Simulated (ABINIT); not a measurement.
# A GW chain in ABINIT: TaAgO3 (Pm-3m), part 3 of 3

Aim: the G0W0 gap of TaAgO3 (Pm-3m) on PBEsol, step by step.

ABINIT 10.8.3; PBEsol and many-body steps on it, plane waves. Known limits of the many-body steps: not at the basis limit; d shell near the gap, gap tends to lie low; no spin-orbit coupling; coarse k mesh.

So far. Step 4 (Empty states on the mesh, 2×2×2 mesh, 73 bands): On this mesh the gap is 1.588 eV. Step 5 (Screening, 2×2×2 mesh, 67 bands, screening to 106.1 eV): Local fields lower ε∞ by 4 %. On a Γ-centred mesh this coarse the value itself is usually too large, while a short band sum pulls it down.

## 6. Self-energy, 2×2×2 mesh, 67 bands, screening to 106.1 eV

The self-energy is evaluated for the states that the input lists, and the levels follow from it, in one-shot runs by the linearised quasiparticle equation.

This step: G0W0 on PBEsol, plane waves, norm-conserving pseudopotentials.

Input file run.abi:

```
acell 3*1.0 Angstrom
rprim 
  3.999370000000 0.000000000000 0.000000000000
  0.000000000000 3.999370000000 0.000000000000
  0.000000000000 0.000000000000 3.999370000000
ntypat 3
znucl 73 47 8
natom 5
typat 1 2 3 3 3
xred 
  0.000000000000 0.000000000000 0.000000000000
  0.500000000000 0.500000000000 0.500000000000
  0.000000000000 0.000000000000 0.500000000000
  0.000000000000 0.500000000000 0.000000000000
  0.500000000000 0.000000000000 0.000000000000
pp_dirpath "pseudos"
pseudos "Ta.upf, Ag.upf, O.upf"
ecut 37
ngkpt 2 2 2
nshiftk 1
shiftk 0 0 0
kptopt 1
chksymbreak 0
istwfk *1
occopt 1
irdwfk 1
optdriver 4
nband 67
gwcalctyp 0
ecutsigx 37
symsigma 1
nkptgw 3
kptgw 
  0.5000000000 0.5000000000 0.0000000000
  0.0000000000 0.0000000000 0.0000000000
  0.5000000000 0.0000000000 0.0000000000
bdgw 
  23 27
  23 29
  24 28
ecuteps 3.9
irdscr 1
ppmodel 1
indata_prefix "in"
outdata_prefix "out"
tmpdata_prefix "tmp"
```

Launch:

```console
$ OMP_NUM_THREADS=1 mpirun -n 4 abinit run.abi > log
```

Numbers of over 12 decimals in the logs are rounded to 6 here.

What it wrote:

```text
.Version 10.8.3 of ABINIT. v10.8.2 released Aug 2026.

 Symmetries : space group Pm -3 m (#221); Bravais cP (primitive cubic)
[... echo of the input left out ...]
== DATASET  1 ==================================================================
-   mpi_nproc: 4, omp_nthreads: 1 (-1 if OMP is not activated)

--- !DatasetInfo
iteration_state: {dtset: 1, }
dimensions: {natom: 5, nkpt: 4, mband: 67, nsppol: 1, nspinor: 1, nspden: 1, mpw: 4697, }
cutoff_energies: {ecut:  37.0, pawecutdg:  -1.0, }
electrons: {nelect:   5.00000000E+01, charge:   0.00000000E+00, occopt:   1.00000000E+00, tsmear:   1.00000000E-02, }

 SIGMA: Calculation of the GW corrections

 Based on a program developped by R.W. Godby, V. Olevano, G. Onida, and L. Reining.
 Incorporated in ABINIT by V. Olevano, G.-M. Rignanese, and M. Torrent.
.Using double precision arithmetic ; gwpc =  8

[... cell and pseudopotentials left out ...]
--------------------------------------------------------------------------------

 ==== K-mesh for the wavefunctions ====
 Number of points in the irreducible wedge :     4
[... list of points left out ...]
 Together with 48 symmetry operations and time-reversal symmetry
 yields     8 points in the full Brillouin Zone.

 ==== Q-mesh for screening function ====
 Number of points in the irreducible wedge :     4
[... list of points left out ...]
 Together with 48 symmetry operations and time-reversal symmetry
 yields     8 points in the full Brillouin Zone.

 vcoul_init : cutoff-mode = AUXILIARY_FUNCTION
 q-points for optical limit:   1
     1)      0.000010    0.000020    0.000030
 setmesh: FFT mesh size selected  =    45x   45x   45
          total number of points  =        91125

 Number of electrons calculated from density =   50.0000; Expected =   50.0000
 average of density, n =  0.115824
 r_s =    1.2726
 omega_plasma =   32.8288 [eV]

 === KS Band Gaps ===
  >>>> For spin  1
   Minimum direct gap =   2.1713 [eV], located at k-point      :   0.5000  0.0000  0.0000
   Fundamental gap    =   1.5877 [eV], Top of valence bands at :   0.5000  0.5000  0.0000
                                       Bottom of conduction at :   0.0000  0.0000  0.0000
 SIGMA fundamental parameters:
 PLASMON POLE MODEL  1
 number of plane-waves for SigmaX                 4697
 number of plane-waves for SigmaC and W            171
 number of plane-waves for wavefunctions          4697
 number of bands                                    67
 number of independent spin polarizations            1
 number of spinorial components                      1
 number of k-points in IBZ                           4
 number of q-points in IBZ                           4
 number of symmetry operations                      48
 number of k-points in BZ                            8
 number of q-points in BZ                            8
 number of frequencies for dSigma/dE                 9
 frequency step for dSigma/dE [eV]                0.25
 number of omega for Sigma on real axis              0
 max omega for Sigma on real axis  [eV]           0.00
 zcut for avoiding poles [eV]                     0.10

 EPSILON^-1 parameters (SCR file):
 dimension of the eps^-1 matrix on file            171
 dimension of the eps^-1 matrix used               171
 number of plane-waves for wavefunctions          4697
 number of bands                                    67
 number of q-points in IBZ                           4
 number of frequencies                               2
 number of real frequencies                          1
 number of imag frequencies                          1

 matrix elements of self-energy operator (all in [eV])

 Perturbative Calculation

--- !SelfEnergy_ee
iteration_state: {dtset: 1, }
kpoint     : [   0.500,    0.500,    0.000, ]
spin       : 1
KS_gap     :    4.691
QP_gap     :    6.276
Delta_QP_KS:    1.585
data: !SigmaeeData |
     Band     E0 <VxcDFT>   SigX SigC(E0)      Z dSigC/dE  Sig(E)    E-E0       E
       23   5.502 -23.721 -29.563   5.550   0.796  -0.256 -23.953  -0.232   5.269
       24   5.502 -23.721 -29.563   5.550   0.796  -0.256 -23.953  -0.232   5.269
       25   6.058 -21.399 -26.342   5.348   0.776  -0.289 -21.085   0.314   6.372
       26  10.749 -17.780 -11.510  -3.901   0.801  -0.248 -15.881   1.899  12.648
       27  10.749 -17.780 -11.510  -3.901   0.801  -0.248 -15.881   1.899  12.648

--- !SelfEnergy_ee
iteration_state: {dtset: 1, }
kpoint     : [   0.000,    0.000,    0.000, ]
spin       : 1
KS_gap     :    2.709
QP_gap     :    3.420
Delta_QP_KS:    0.711
data: !SigmaeeData |
     Band     E0 <VxcDFT>   SigX SigC(E0)      Z dSigC/dE  Sig(E)    E-E0       E
       23   4.936 -20.181 -25.375   5.565   0.774  -0.291 -19.893   0.287   5.224
       24   4.936 -20.181 -25.375   5.565   0.774  -0.291 -19.893   0.287   5.224
       25   4.936 -20.181 -25.375   5.565   0.774  -0.291 -19.893   0.287   5.224
       26   7.645 -11.924  -6.856  -3.872   0.835  -0.197 -10.926   0.999   8.644
       27   8.214 -15.753  -9.914  -3.886   0.826  -0.210 -14.139   1.614   9.828
       28   8.214 -15.753  -9.914  -3.886   0.826  -0.210 -14.139   1.614   9.828
       29   8.214 -15.753  -9.914  -3.886   0.826  -0.210 -14.139   1.614   9.828

--- !SelfEnergy_ee
iteration_state: {dtset: 1, }
kpoint     : [   0.500,    0.000,    0.000, ]
spin       : 1
KS_gap     :    2.171
QP_gap     :    3.836
Delta_QP_KS:    1.665
data: !SigmaeeData |
     Band     E0 <VxcDFT>   SigX SigC(E0)      Z dSigC/dE  Sig(E)    E-E0       E
       24   5.887 -22.998 -28.577   5.569   0.787  -0.270 -23.006  -0.008   5.878
       25   5.887 -22.998 -28.577   5.569   0.787  -0.270 -23.006  -0.008   5.878
       26   8.058 -14.934  -8.814  -4.118   0.828  -0.208 -13.277   1.657   9.715
       27  10.688 -17.776 -11.640  -3.794   0.800  -0.250 -15.903   1.874  12.561
       28  10.688 -17.776 -11.640  -3.794   0.800  -0.250 -15.903   1.874  12.561

== END DATASET(S) ==============================================================
================================================================================

 -outvars: echo values of variables after computation  --------
           etotal      0.0000000000E+00
            nband          67
             nkpt           4
          spgroup         221
 [... the other variables as echoed above ...]

 Calculation completed.
```

The job ended after 5.5 s (4 MPI ranks of Arm Neoverse V2, shared host; peak memory 0.7 GiB; 22 s of CPU time).

Numbers from this step:

| Quantity | Value |
| --- | --- |
| G0W0 gap on the points computed | 2.272 eV |
| starting gap on the mesh | 1.588 eV |
| k of the valence top | 0.5, 0.5, 0 |
| k of the conduction bottom | 0, 0, 0 |
| Z at the valence top | 0.776 |
| Z at the conduction bottom | 0.835 |
| least direct G0W0 gap on the computed points | 3.42 eV |

The gap on the mesh goes from 1.59 eV to 2.27 eV, a correction of +0.68 eV.

Limits: finite bands, cutoff and mesh; d shell near the gap, gap tends to lie low; no spin-orbit coupling; coarse k mesh. v1 is the top filled band, c1 the lowest empty one. Levels before and after the correction, in eV, zero at the valence-band top of each column:

```csv
,conduction bottom,valence top
Kohn-Sham,1.59,0.00
G0W0,2.27,0.00
```

```csv
,level,energy (eV)
Kohn-Sham,(0.5 0.5 0) v3-v2,-0.556
Kohn-Sham,(0.5 0.5 0) v1,0.000
Kohn-Sham,(0.5 0.5 0) c1-c2,4.692
Kohn-Sham,Γ v3-v1,-1.121
Kohn-Sham,Γ c1,1.588
Kohn-Sham,Γ c2-c4,2.157
G0W0,(0.5 0.5 0) v3-v2,-1.103
G0W0,(0.5 0.5 0) v1,0.000
G0W0,(0.5 0.5 0) c1-c2,6.276
G0W0,Γ v3-v1,-1.148
G0W0,Γ c1,2.272
G0W0,Γ c2-c4,3.456
```

## 7. Where the time went

Times are wall times on 4 MPI ranks of Arm Neoverse V2, shared host, good to a factor of about two.

| step | time | share | memory (GiB) |
| --- | --- | --- | --- |
| ground state | 37 s | 36 % | 0.35 |
| bands along the symmetry lines | 42 s | 41 % | 0.38 |
| empty states on the mesh | 9.9 s | 10 % | 0.29 |
| screening | 7.4 s | 7 % | 0.62 |
| self-energy | 5.5 s | 5 % | 0.7 |

## 8. Summary of results

```
PBEsol gap           : 1.59 eV, indirect
G0W0 gap on the mesh : 2.27 eV
GW settings          : 2×2×2 mesh, 67 bands, screening to 106.1 eV, Godby-Needs plasmon pole
known limits         : not at the basis limit; d shell near the gap, gap tends to lie low; no spin-orbit coupling; coarse k mesh
```

In words: G0W0 moves the gap on the mesh from 1.59 eV to 2.27 eV (+0.68 eV), with Z of 0.78 and 0.83 at the edges. Local fields lower the RPA ε∞ on this mesh from 11.98 to 11.45; a Γ-centred mesh this coarse tends to raise both, most where the direct gap is narrow, while a short band sum lowers them. Only 3 of the mesh's irreducible points were corrected, so a valley elsewhere could overtake. Bands and cutoff are finite, so the gap is not at the basis limit. The miss can reach some tenths of an eV and take either sign; the mesh is an error of its own. In the G0W0 run levels were corrected at 3 k points alone, so a gap called «on the mesh» is the least over those, and an edge elsewhere would be missed. The 2×2×2 mesh is coarse for this cell, which bears on the long-range parts of exchange and screening. This is the ideal cubic cell; many perovskites, halides above all, are cubic only on average, and local tilts or off-centring can widen the gap. A d shell, filled or nearly so, lies near the gap. One-shot GW converges very slowly in bands there, not always from below, and on a semilocal start the gap tends to come out low; starts rich in exact exchange can overshoot instead. The many-body steps are scalar-relativistic: spin-orbit coupling is not in them.

[Paths, hosts, dates, memory and timing lines, banners, echoed tables and standing remarks are left out of the program output.]

[Logs are printed without paths, hosts, clocks, repeated set-up lines and the standing remarks that a program may print on its own settings, such as how far it seeks lower states.]

[Runs of the session that timed out or met a known fault of the program may be left out.]

[Hosts, paths, dates, database ids (printed as entryN), source tags and the programs' standing remarks are cut or masked in the printed files.]

[G0W0 gaps are taken among the corrected bands and points alone; a level outside them can change the order at an edge.]

[Where Ansatz stands beside ABINIT at settings called matched, ABINIT's density can come from a denser mesh and the files from another edition; pairs whose starting gaps differed by over 0.03 eV were left out, so agreement reads better than it is.]
